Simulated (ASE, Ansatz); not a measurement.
# Relaxing twisted Ti2CO2 MXene bilayer, 87.80° (130 atoms)

How does twisted Ti2CO2 MXene bilayer, 87.80° (130 atoms) relax, and what do bonds, charges and levels look like afterwards?

Main program and level: Ansatz 0.2.0; Kohn-Sham DFT, PBE+D4, PAW (set soft_2), plane waves.

## Step 1: The structure

The cell holds 130 atoms: 26 C, 52 Ti and 52 O. Cell: a = 10.925 Å, b = 10.925 Å, c = 25.740 Å, α = 90.0°, β = 90.0°, γ = 120.0°. It derives from Ti2CO2 (Ti2CO2 MXene). Ti2CO2 MXene (a = 3.03 Å) under Ti2CO2 MXene (a = 3.03 Å), bilayer, commensurate cell of 13 unit cells a layer, twist 87.80 deg; facing planes 2.86 Å apart; 14 Å of vacuum; layers as built, displaced by a Gaussian of 0.01 Å. Regions: layer 1, 65 atoms (13 C, 26 Ti and 26 O); layer 2, 65 atoms (13 C, 26 Ti and 26 O). Vacuum lies along c.

Before any run, some limits are plain. The main run has no spin polarisation, so moments on Ti can't form in it, and no Hubbard term.

## Step 2: Single point at the start

A single point comes first, to see the forces before anything moves.

input.yaml

```yaml
crystal:
  lattice:
    - [10.9248, 0.0, 0.0]
    - [-5.4624, 9.46115, 0.0]
    - [0.0, 0.0, 25.74]
  atoms:
    - { symbol: C, position: [0.99929, 0.99989, 0.35809] }
    - { symbol: Ti, position: [0.12853, 0.17875, 0.40965] }
    - { symbol: Ti, position: [0.18061, 0.05218, 0.3066] }
    - { symbol: O, position: [0.1792, 0.05382, 0.44484] }
    - { symbol: O, position: [0.12754, 0.17874, 0.27215] }
    - { symbol: C, position: [0.07736, 0.30846, 0.35837] }
    - { symbol: Ti, position: [0.20475, 0.48817, 0.40899] }
    - { symbol: Ti, position: [0.25734, 0.36112, 0.30694] }
    - { symbol: O, position: [0.25459, 0.35824, 0.44421] }
    - { symbol: O, position: [0.20411, 0.48714, 0.27145] }
    - { symbol: C, position: [0.15438, 0.61715, 0.35753] }
    - { symbol: Ti, position: [0.28293, 0.79689, 0.4087] }
    - { symbol: Ti, position: [0.33231, 0.66565, 0.30659] }
    - { symbol: O, position: [0.33367, 0.66675, 0.44461] }
    - { symbol: O, position: [0.28216, 0.79654, 0.27175] }
    - { symbol: C, position: [0.23084, 0.92252, 0.35804] }
    - { symbol: Ti, position: [0.35892, 0.10121, 0.40958] }
    - { symbol: Ti, position: [0.41122, 0.97589, 0.30659] }
    - { symbol: O, position: [0.41131, 0.97372, 0.44412] }
    - { symbol: O, position: [0.36057, 0.10268, 0.27208] }
    - { symbol: C, position: [0.30791, 0.23178, 0.35832] }
    - { symbol: Ti, position: [0.43555, 0.41053, 0.40874] }
    - { symbol: Ti, position: [0.48568, 0.28117, 0.30762] }
    - { symbol: O, position: [0.48712, 0.28229, 0.44495] }
    - { symbol: O, position: [0.4369, 0.40883, 0.27171] }
    - { symbol: C, position: [0.38153, 0.53584, 0.35788] }
    - { symbol: Ti, position: [0.51293, 0.71793, 0.40909] }
    - { symbol: Ti, position: [0.56234, 0.58859, 0.30723] }
    - { symbol: O, position: [0.56616, 0.59257, 0.44447] }
    - { symbol: O, position: [0.51114, 0.71764, 0.27242] }
    - { symbol: C, position: [0.4604, 0.84632, 0.35732] }
    - { symbol: Ti, position: [0.59268, 0.02719, 0.40923] }
    [... 92 atom lines left out ...]
    - { symbol: O, position: [0.11864, 0.62055, 0.5551] }
    - { symbol: C, position: [0.01394, 0.25931, 0.64167] }
    - { symbol: Ti, position: [0.19327, 0.38825, 0.69302] }
    - { symbol: Ti, position: [0.14134, 0.20747, 0.59117] }
    - { symbol: O, position: [0.14179, 0.2074, 0.72746] }
    - { symbol: O, position: [0.19317, 0.38814, 0.55441] }
kpoints:
  mp_grid: { grid: [2, 2, 1] }
hamiltonian:
  xc: pbe
  dispersion: d4
scf:
  occupations: { method: gaussian, width: 0.025 }
output:
  forces: true
  populations: true
  dos:
    method: { smearing: { sigma: 0.15 } }
    de: 0.1
    projected:
      site_lists:
        C: [C]
        O: [O]
        Ti: [Ti]
        layer_1: [0, 1, 2, 3, 4, 5, 6, 7, 8, 9, 10, 11, 12, 13, 14, 15, 16, 17, 18, 19, 20, 21, 22, 23, 24, 25, 26, 27, 28, 29, 30, 31, 32, 33, 34, 35, 36, 37, 38, 39, 40, 41, 42, 43, 44, 45, 46, 47, 48, 49, 50, 51, 52, 53, 54, 55, 56, 57, 58, 59, 60, 61, 62, 63, 64]
        layer_2: [65, 66, 67, 68, 69, 70, 71, 72, 73, 74, 75, 76, 77, 78, 79, 80, 81, 82, 83, 84, 85, 86, 87, 88, 89, 90, 91, 92, 93, 94, 95, 96, 97, 98, 99, 100, 101, 102, 103, 104, 105, 106, 107, 108, 109, 110, 111, 112, 113, 114, 115, 116, 117, 118, 119, 120, 121, 122, 123, 124, 125, 126, 127, 128, 129]
  eigenvalues: true
```

The run is started by

```sh
> ansatz run input.yaml --threads 32 --pin off --max-ram 143360MiB --backend cuda --events-out ev --progress --plain --runs-dir out
```

Numbers of over 12 decimals in the logs are rounded to 6 here.

The program printed:

```text
Engine: ansatz 0.2.0, aarch64-unknown-linux-gnu
Pseudopotentials: kind: paw
Pseudopotential: C, paw, valence charge 4, recommended cutoff 420 eV (normal), C.paw.azcp
Pseudopotential: Ti, paw, valence charge 12, recommended cutoff 420 eV (normal), Ti.paw.azcp
Pseudopotential: O, paw, valence charge 6, recommended cutoff 420 eV (normal), O.paw.azcp
[... 5 lines on functional and potentials left out ...]
device memory: the entry about to start is reckoned to put 36.4 GiB on a device that reports 182.5 GiB free
GPU FFT provider: cuFFT
GPU libraries: cuBLAS 13.8.1, cuFFT 12.4.0, cuSOLVER 12.3.2
GPU matrix products: emulated (plane waves: as basis.precision tells), large ones in fixed point in workspaces of 1.00 GiB
Crystal: 130 atoms, lattice volume = 2660.517 Å³
Basis set: ecut = 420 eV, 52083 PW (Γ), exchange–correlation on 150×150×360 points (8 copies of the dense FFT grid, shifted against one another)
Bands: 650, of which v1, the nominal top of the filled ones, is band 520 counted from 1 (519 counted from 0)
Symmetry: 1 space group operations
Space group: P1 (ITA 1), of the structure as read, at distance tolerance 1.4e-4 Å
k-points: 4
[... 7 lines on functional and potentials left out ...]
Initial density: superposition of atomic densities (neutral atoms: chi_scale 0, normalization atom), corrected by the library's trained network
Initial wavefunctions: pseudopotential atomic-orbital guess
GPU buffer pool allocated for 1012500 grid points (all kernels)
GPU transforms: local potential and band sums: pruned to the plane-wave sphere, on 75×75×180
Functional: x = pbe(κ = 0.804, μ = 0.219515), c = pbe(β = 0.066725)
SCF iter   1: F=—  HF=-166174.935408 eV  |F-HF|=—  |Δ(HF+E_count)|=         —  Δρ=5.12e-3  dr2=1.18e0  ethr=1.77e-3  ⟨swp⟩=6.2  Hψ=10596  notcnv=0  defer=198
preconditioner: auto → Resta (q_TF=auto, 2.333 Å⁻¹)  ε∞=5.3  [insulator: Δε(μ)=0.338 eV  Ē_g=8.653 eV  σ=0.025 eV  W_gap=1.00  n_scr=552 (ndim 8)  ℏωp=18.0 eV  f_vac=0.471  D(μ)=0.00/eV (n_scr^D=0)  ε∞_Penn≈5.3  vacuum switching on, ρ_ref=5.4e-3 e/Å³]
SCF iter   2: F=—  HF=-166174.789772 eV  |F-HF|=—  |Δ(HF+E_count)|=   1.46e-1  Δρ=3.21e-3  dr2=5.02e-1  ethr=1.13e-4  ⟨swp⟩=2.8  Hψ=4093  notcnv=0  defer=474
SCF iter   3: F=—  HF=-166174.753453 eV  |F-HF|=—  |Δ(HF+E_count)|=   3.63e-2  Δρ=1.63e-3  dr2=1.87e-1  ethr=4.82e-5  ⟨swp⟩=2.0  Hψ=3084  notcnv=0  defer=474
SCF iter   4: F=—  HF=-166174.757258 eV  |F-HF|=—  |Δ(HF+E_count)|=   3.80e-3  Δρ=1.38e-3  dr2=9.27e-2  ethr=1.80e-5  ⟨swp⟩=3.2  Hψ=3150  notcnv=0  defer=474
SCF iter   5: F=—  HF=-166174.755294 eV  |F-HF|=—  |Δ(HF+E_count)|=   1.96e-3  Δρ=3.48e-4  dr2=6.75e-3  ethr=8.91e-6  ⟨swp⟩=2.8  Hψ=3235  notcnv=0  defer=474
SCF iter   6: F=—  HF=-166174.736302 eV  |F-HF|=—  |Δ(HF+E_count)|=   1.90e-2  Δρ=3.26e-4  dr2=4.75e-3  ethr=6.49e-7  ⟨swp⟩=3.5  Hψ=3848  notcnv=0  defer=474
SCF iter   7: F=—  HF=-166174.741128 eV  |F-HF|=—  |Δ(HF+E_count)|=   4.83e-3  Δρ=1.15e-4  dr2=3.98e-4  ethr=4.57e-7  ⟨swp⟩=2.0  Hψ=3039  notcnv=0  defer=474
SCF iter   8: F=—  HF=-166174.735072 eV  |F-HF|=—  |Δ(HF+E_count)|=   6.06e-3  Δρ=7.05e-5  dr2=1.68e-4  ethr=3.82e-8  ⟨swp⟩=2.8  Hψ=4404  notcnv=0  defer=474
SCF iter   9: F=—  HF=-166174.735025 eV  |F-HF|=—  |Δ(HF+E_count)|=   4.67e-5  Δρ=4.77e-5  dr2=8.16e-5  ethr=1.62e-8  ⟨swp⟩=2.5  Hψ=3602  notcnv=0  defer=474
SCF iter  10: F=—  HF=-166174.739005 eV  |F-HF|=—  |Δ(HF+E_count)|=   3.98e-3  Δρ=1.08e-5  dr2=3.43e-6  ethr=7.85e-9  ⟨swp⟩=2.0  Hψ=3652  notcnv=0  defer=474
SCF iter  11: F=—  HF=-166174.739007 eV  |F-HF|=—  |Δ(HF+E_count)|=   2.04e-6  Δρ=7.10e-6  dr2=2.98e-6  ethr=3.29e-10  ⟨swp⟩=3.5  Hψ=4556  notcnv=0  defer=474
SCF iter  12: F=—  HF=-166174.739007 eV  |F-HF|=—  |Δ(HF+E_count)|=   1.14e-7  Δρ=3.61e-6  dr2=5.05e-7  ethr=2.87e-10  ⟨swp⟩=2.0  Hψ=3065  notcnv=0  defer=474
SCF iter  13: F=—  HF=-166174.739007 eV  |F-HF|=—  |Δ(HF+E_count)|=   2.79e-7  Δρ=1.97e-6  dr2=2.20e-7  ethr=4.85e-11  ⟨swp⟩=2.5  Hψ=3119  notcnv=0  defer=474
SCF iter  14: F=-166174.739007 eV  HF=-166174.739007 eV  |F-HF|=3.73e-9  |Δ(HF+E_count)|=   6.27e-8  Δρ=7.08e-7  dr2=2.36e-8  ethr=9.62e-12  ⟨swp⟩=13.5  Hψ=11382  notcnv=0
SCF 1 converged in 14 iterations: F = -166174.739007 eV  dr2 = 2.36e-8
  greatest PAW one-centre occupation: 0.999 electrons in one spin orbital (limit 2), on the Ti atom at site 71 (counted from 0), in its partial waves of l = 0
SCF converged after 14 iterations
Free energy (F): -166174.739007 eV
Harris-Foulkes:  -166174.739007 eV  (|F-HF|=3.73e-9)
Internal energy: -166174.739007 eV  (E = F + TS)
E sigma→0 (E₀):  -166174.739007 eV
Fermi energy:    3.574937 eV
--- Per-component energies (eV) ---
  E_band       = -17332.720665
  E_kinetic    = 25585.896790
  E_local      = -944623.114416  (includes V_loc(G=0)·N_el)
  E_nonlocal   = 3392.567832
  E_hartree    = 460961.534689
  E_xc         = -10224.993864
  E_vxc        = -12879.575857  (∫ρ·V_xc dr)
  E_paw        = -65153.890701  (= ΣΔE_a)
  E_vpaw       = -10731.690507  (= ΣTr[D̂ρ^β])
  E_aug_tail   = 0.136119  (compensation charges beyond the density's cutoff)
  E_ewald      = 363911.649599
  E_disp       = -24.525054  (pairwise vdW)
  E_smearing   = -0.000000  (= −TS)
  E_closure    = -0.000000  (closes the sum)
  Σ components = -166174.739007   (vs F -166174.739007, Δ=0.00e0)
--- Forces (eV/Å), atoms counted from 1 ---
[... 130 lines of forces left out ...]
  max |Σ_I F_I| component: 9.88e-5 eV/Å
--- Band table (eV) ---
[... left out ...]
--- Löwdin populations: 130 sites ---
  site symbol       q [e]
[... 130 lines, one an atom, left out ...]
  spilling = 0.003491 (of n_electrons = 1040.000000)
```

The job ended after 5 s (1 × NVIDIA GB200 with 32 threads of Arm Neoverse V2, shared host; peak memory 4.4 GiB).

That memory is the host's; the program planned up to 36.4 GiB on the GPU. Forces of this run were stored rounded, and per-atom blocks of the log weren't kept.

Read from the output:

```yaml
free_energy: -166174.7390 eV
free_energy_per_atom: -1278.2672 eV/atom
scf_cycles: 14
r_m_s_force_component: 0.1799 eV/Å
longest_force: 0.6703 eV/Å
fermi_energy: 3.575 eV
spacing_of_highest_filled_and_lowest_empty_level: 0.2782 eV
spilling_of_the_projection: 0.003491
```

The r.m.s. force component of 0.18 eV/Å sets the starting point.

Length of the force by element:

```tsv
element	coordination	atoms	mean length of the force (eV/Å)	spread	least	most
C	all	26	0.295	0.117	0.0426	0.592
O	all	52	0.293	0.132	0.0307	0.670
Ti	all	52	0.274	0.119	0.0483	0.643
```

## Step 3: Relaxation

With the cell held, the atoms are moved downhill towards a nearby minimum.

input.yaml, the sections that differ from step 2:

```yaml
output:
  forces: true
relax:
  f_tol: 0.05
  max_steps: 189
# crystal, kpoints, hamiltonian, scf: as in step 2
```

The program printed:

```text
[...]
GPU FFT provider: cuFFT
GPU libraries: cuBLAS 13.8.1, cuFFT 12.4.0, cuSOLVER 12.3.2
[...]
Crystal: 130 atoms, lattice volume = 2660.517 Å³
Basis set: ecut = 420 eV, 52083 PW (Γ), exchange–correlation on 150×150×360 points (8 copies of the dense FFT grid, shifted against one another)
Bands: 650, of which v1, the nominal top of the filled ones, is band 520 counted from 1 (519 counted from 0)
Symmetry: 1 space group operations
[...]
k-points: 4
[...]
GPU buffer pool allocated for 1012500 grid points (all kernels)
[...]
SCF iter   1: F=—  HF=-166174.935409 eV  |F-HF|=—  |Δ(HF+E_count)|=         —  Δρ=5.12e-3  dr2=1.18e0  ethr=1.77e-3  ⟨swp⟩=6.2  Hψ=10596  notcnv=0  defer=198
[...]
SCF iter  10: F=-166174.739005 eV  HF=-166174.739005 eV  |F-HF|=7.23e-7  |Δ(HF+E_count)|=   1.49e-5  Δρ=1.08e-5  dr2=3.47e-6  ethr=6.01e-9  ⟨swp⟩=3.8  Hψ=6578  notcnv=0
SCF 1 converged in 10 iterations: F = -166174.739005 eV  dr2 = 3.47e-6
[...]
relax step   1: F+E_penalty+E_count = -166174.73900536 eV  Δ(F+E_penalty+E_count) = +0.000e0 eV  max|allowed force component| = 6.679e-1 eV/Å  Δτ_max = 0.0000 Å  (10 SCF iters, dr2 threshold 6.25e-5 eV, accepted)
[...]
relax step   2: F+E_penalty+E_count = -166175.03981025 eV  Δ(F+E_penalty+E_count) = -3.008e-1 eV  max|allowed force component| = 3.372e-1 eV/Å  Δτ_max = 0.0777 Å  (8 SCF iters, dr2 threshold 2.79e-5 eV, accepted)
[...]
relax step   3: F+E_penalty+E_count = -166175.13857498 eV  Δ(F+E_penalty+E_count) = -9.876e-2 eV  max|allowed force component| = 1.228e-1 eV/Å  Δτ_max = 0.0408 Å  (8 SCF iters, dr2 threshold 7.11e-6 eV, accepted)
[...]
relax step   4: F+E_penalty+E_count = -166175.14679144 eV  Δ(F+E_penalty+E_count) = -8.216e-3 eV  max|allowed force component| = 7.092e-3 eV/Å  Δτ_max = 0.0117 Å  (10 SCF iters, accepted)
SCF converged after 10 iterations
Free energy (F): -166175.146791 eV
[...]
Internal energy: -166175.146791 eV  (E = F + TS)
E sigma→0 (E₀):  -166175.146791 eV
Fermi energy:    3.582552 eV
[...]
--- Forces (eV/Å), atoms counted from 1 ---
[... 130 lines of forces left out ...]
  max |Σ_I F_I| component: 2.44e-4 eV/Å
--- Relaxed structure (4 steps of the walk, 4 accepted, 0 SCFs on fresh bases) ---
  F+E_penalty+E_count = -166175.14679144 eV   max|allowed force component| = 7.092e-3 eV/Å
  atoms:
[... 130 atom lines left out ...]
```

Wall time 8.2 s (1 × NVIDIA GB200 with 32 threads); peak memory 1.9 GiB.

That memory is the host's; the program planned up to 34.6 GiB on the GPU.

The steps of the relaxation:

```tsv
step	energy less that of the first step (eV)	largest force component (eV/Å)
1	0.0000	0.6679
2	-0.3008	0.3372
3	-0.3996	0.1228
4	-0.4078	0.0071
```

The atoms that moved most (Å):

```tsv
atom	dx	dy	dz	length
O124	0.016	-0.005	-0.074	0.076
O10	0.010	0.001	0.067	0.068
O45	0.014	-0.009	0.064	0.066
O25	-0.021	0.015	0.061	0.066
Ti112	-0.004	0.013	-0.063	0.064
Ti3	-0.008	-0.008	0.063	0.064
Ti13	0.005	0.011	0.062	0.063
Ti18	-0.003	-0.013	0.061	0.062
```

The relaxation changed the energy by -3.14 meV/atom, and atoms moved by 0.041 Å r.m.s., 0.076 Å at most.

## Step 4: Distances and neighbours after relaxation

Bonds before and after, by the cutoffs listed below:

```tsv
pair	bonds before	bonds after	mean before (Å)	mean after (Å)	spread before (Å)	spread after (Å)
O-Ti	156	156	1.972	1.967	0.014	0.002
Ti-C	156	156	2.186	2.179	0.014	0.002
```

Normalised to the volume that the atoms fill. Pair distribution functions g(r), in bins of 0.2 Å:

```tsv
r (Å)	total	O-O	O-Ti	O-C	Ti-Ti	Ti-C	C-C
1.90	2.65	0.00	8.30	0.00	0.00	0.00	0.00
2.10	2.19	0.00	0.00	0.00	0.00	13.65	0.00
2.30	0.00	0.00	0.00	0.00	0.00	0.00	0.00
2.50	0.00	0.00	0.00	0.00	0.00	0.00	0.00
2.70	0.00	0.00	0.00	0.00	0.00	0.00	0.00
2.90	1.34	0.24	0.00	8.10	0.00	0.00	0.00
3.10	3.41	7.37	0.00	0.00	10.36	0.00	14.15
3.30	0.03	0.19	0.00	0.00	0.00	0.00	0.00
3.50	0.33	0.28	0.89	0.00	0.00	0.00	0.00
3.70	1.60	0.24	2.55	0.00	0.00	4.66	0.00
3.90	0.10	0.24	0.19	0.00	0.00	0.00	0.00
4.10	0.70	0.15	0.23	3.80	0.00	0.00	0.00
4.30	0.36	0.20	0.18	0.00	1.69	0.00	0.00
4.50	0.10	0.24	0.18	0.00	0.00	0.00	0.00
4.70	2.23	1.60	6.12	0.00	0.15	0.00	0.00
4.90	1.00	0.19	0.18	0.00	0.16	5.55	0.00
5.10	0.94	0.13	0.17	5.21	0.19	0.00	0.00
5.30	1.47	2.54	0.15	0.32	4.81	0.00	4.74
5.50	0.15	0.15	0.16	0.32	0.16	0.00	0.00
5.70	0.30	1.21	0.14	0.28	0.12	0.00	0.00
5.90	0.15	0.13	0.14	0.29	0.17	0.10	0.00
6.10	0.88	1.86	0.16	0.30	1.90	0.26	3.50
6.30	1.47	1.75	3.38	0.22	0.10	0.30	0.00
6.50	0.71	0.10	0.24	0.30	0.15	3.38	0.00
6.70	0.68	0.18	0.27	3.14	0.13	0.26	0.00
6.90	0.79	0.09	1.42	0.26	1.49	0.25	0.00
7.10	0.66	0.13	1.05	0.24	0.13	1.54	0.00
7.30	0.46	0.33	0.24	1.42	0.33	0.21	0.37
```

Bonds by pair of elements; cutoffs follow the first minimum of g(r), held within bounds set by covalent radii, and pairs that aren't listed don't count as bonded (cutoffs were set anew for this text, so counts can differ from the run's own analysis):

```tsv
pair A-B	cutoff (Å)	bonds	mean length (Å)	spread (Å)	shortest (Å)	B about A	A about B
O-Ti	2.38	156	1.97	0.002	1.96	3	3
Ti-C	2.58	156	2.18	0.002	2.18	3	6
```

How many atoms have how many bonded neighbours:

```tsv
element	mean	3	6
C	6	0	26
O	3	52	0
Ti	6	0	52
```

Bond angles, per cent of each kind in bins of 5°:

```tsv
angle (°)	C-Ti-O	Ti-C-Ti	Ti-O-Ti	C-Ti-C	O-Ti-O
80–85	2.1	0.0	0.0	0.0	0.0
85–90	64.5	40.0	0.0	100.0	0.0
90–95	0.0	40.0	0.0	0.0	0.0
95–100	0.0	0.0	0.0	0.0	0.0
100–105	0.0	0.0	100.0	0.0	100.0
105–110	0.0	0.0	0.0	0.0	0.0
110–115	0.0	0.0	0.0	0.0	0.0
115–120	0.0	0.0	0.0	0.0	0.0
120–125	0.0	0.0	0.0	0.0	0.0
125–130	0.0	0.0	0.0	0.0	0.0
130–135	0.0	0.0	0.0	0.0	0.0
135–140	0.0	0.0	0.0	0.0	0.0
140–145	0.0	0.0	0.0	0.0	0.0
145–150	0.0	0.0	0.0	0.0	0.0
150–155	0.0	0.0	0.0	0.0	0.0
155–160	0.0	0.0	0.0	0.0	0.0
160–165	0.0	0.0	0.0	0.0	0.0
165–170	0.0	0.0	0.0	0.0	0.0
170–175	33.3	0.0	0.0	0.0	0.0
175–180	0.0	20.0	0.0	0.0	0.0
```

Bond angles (no mean is given where the spread exceeds 20°):

```tsv
angle	count	mean (°)	spread (°)
C-Ti-O	468	-	-
Ti-C-Ti	390	-	-
Ti-O-Ti	156	101	0.1
C-Ti-C	156	88.1	0.1
O-Ti-O	156	101	0.1
```

Counting bonds as in the table, all C atoms have 6, all O atoms have 3 and all Ti atoms have 6 bonded neighbours.

(Continued in part 2 of 2.)

[Logs are printed without paths, hosts, clocks, repeated set-up lines and the standing remarks that a program may print on its own settings, such as how far it seeks lower states.]

[Hosts, paths, dates, database ids (printed as entryN), source tags and the programs' standing remarks are cut or masked in the printed files.]
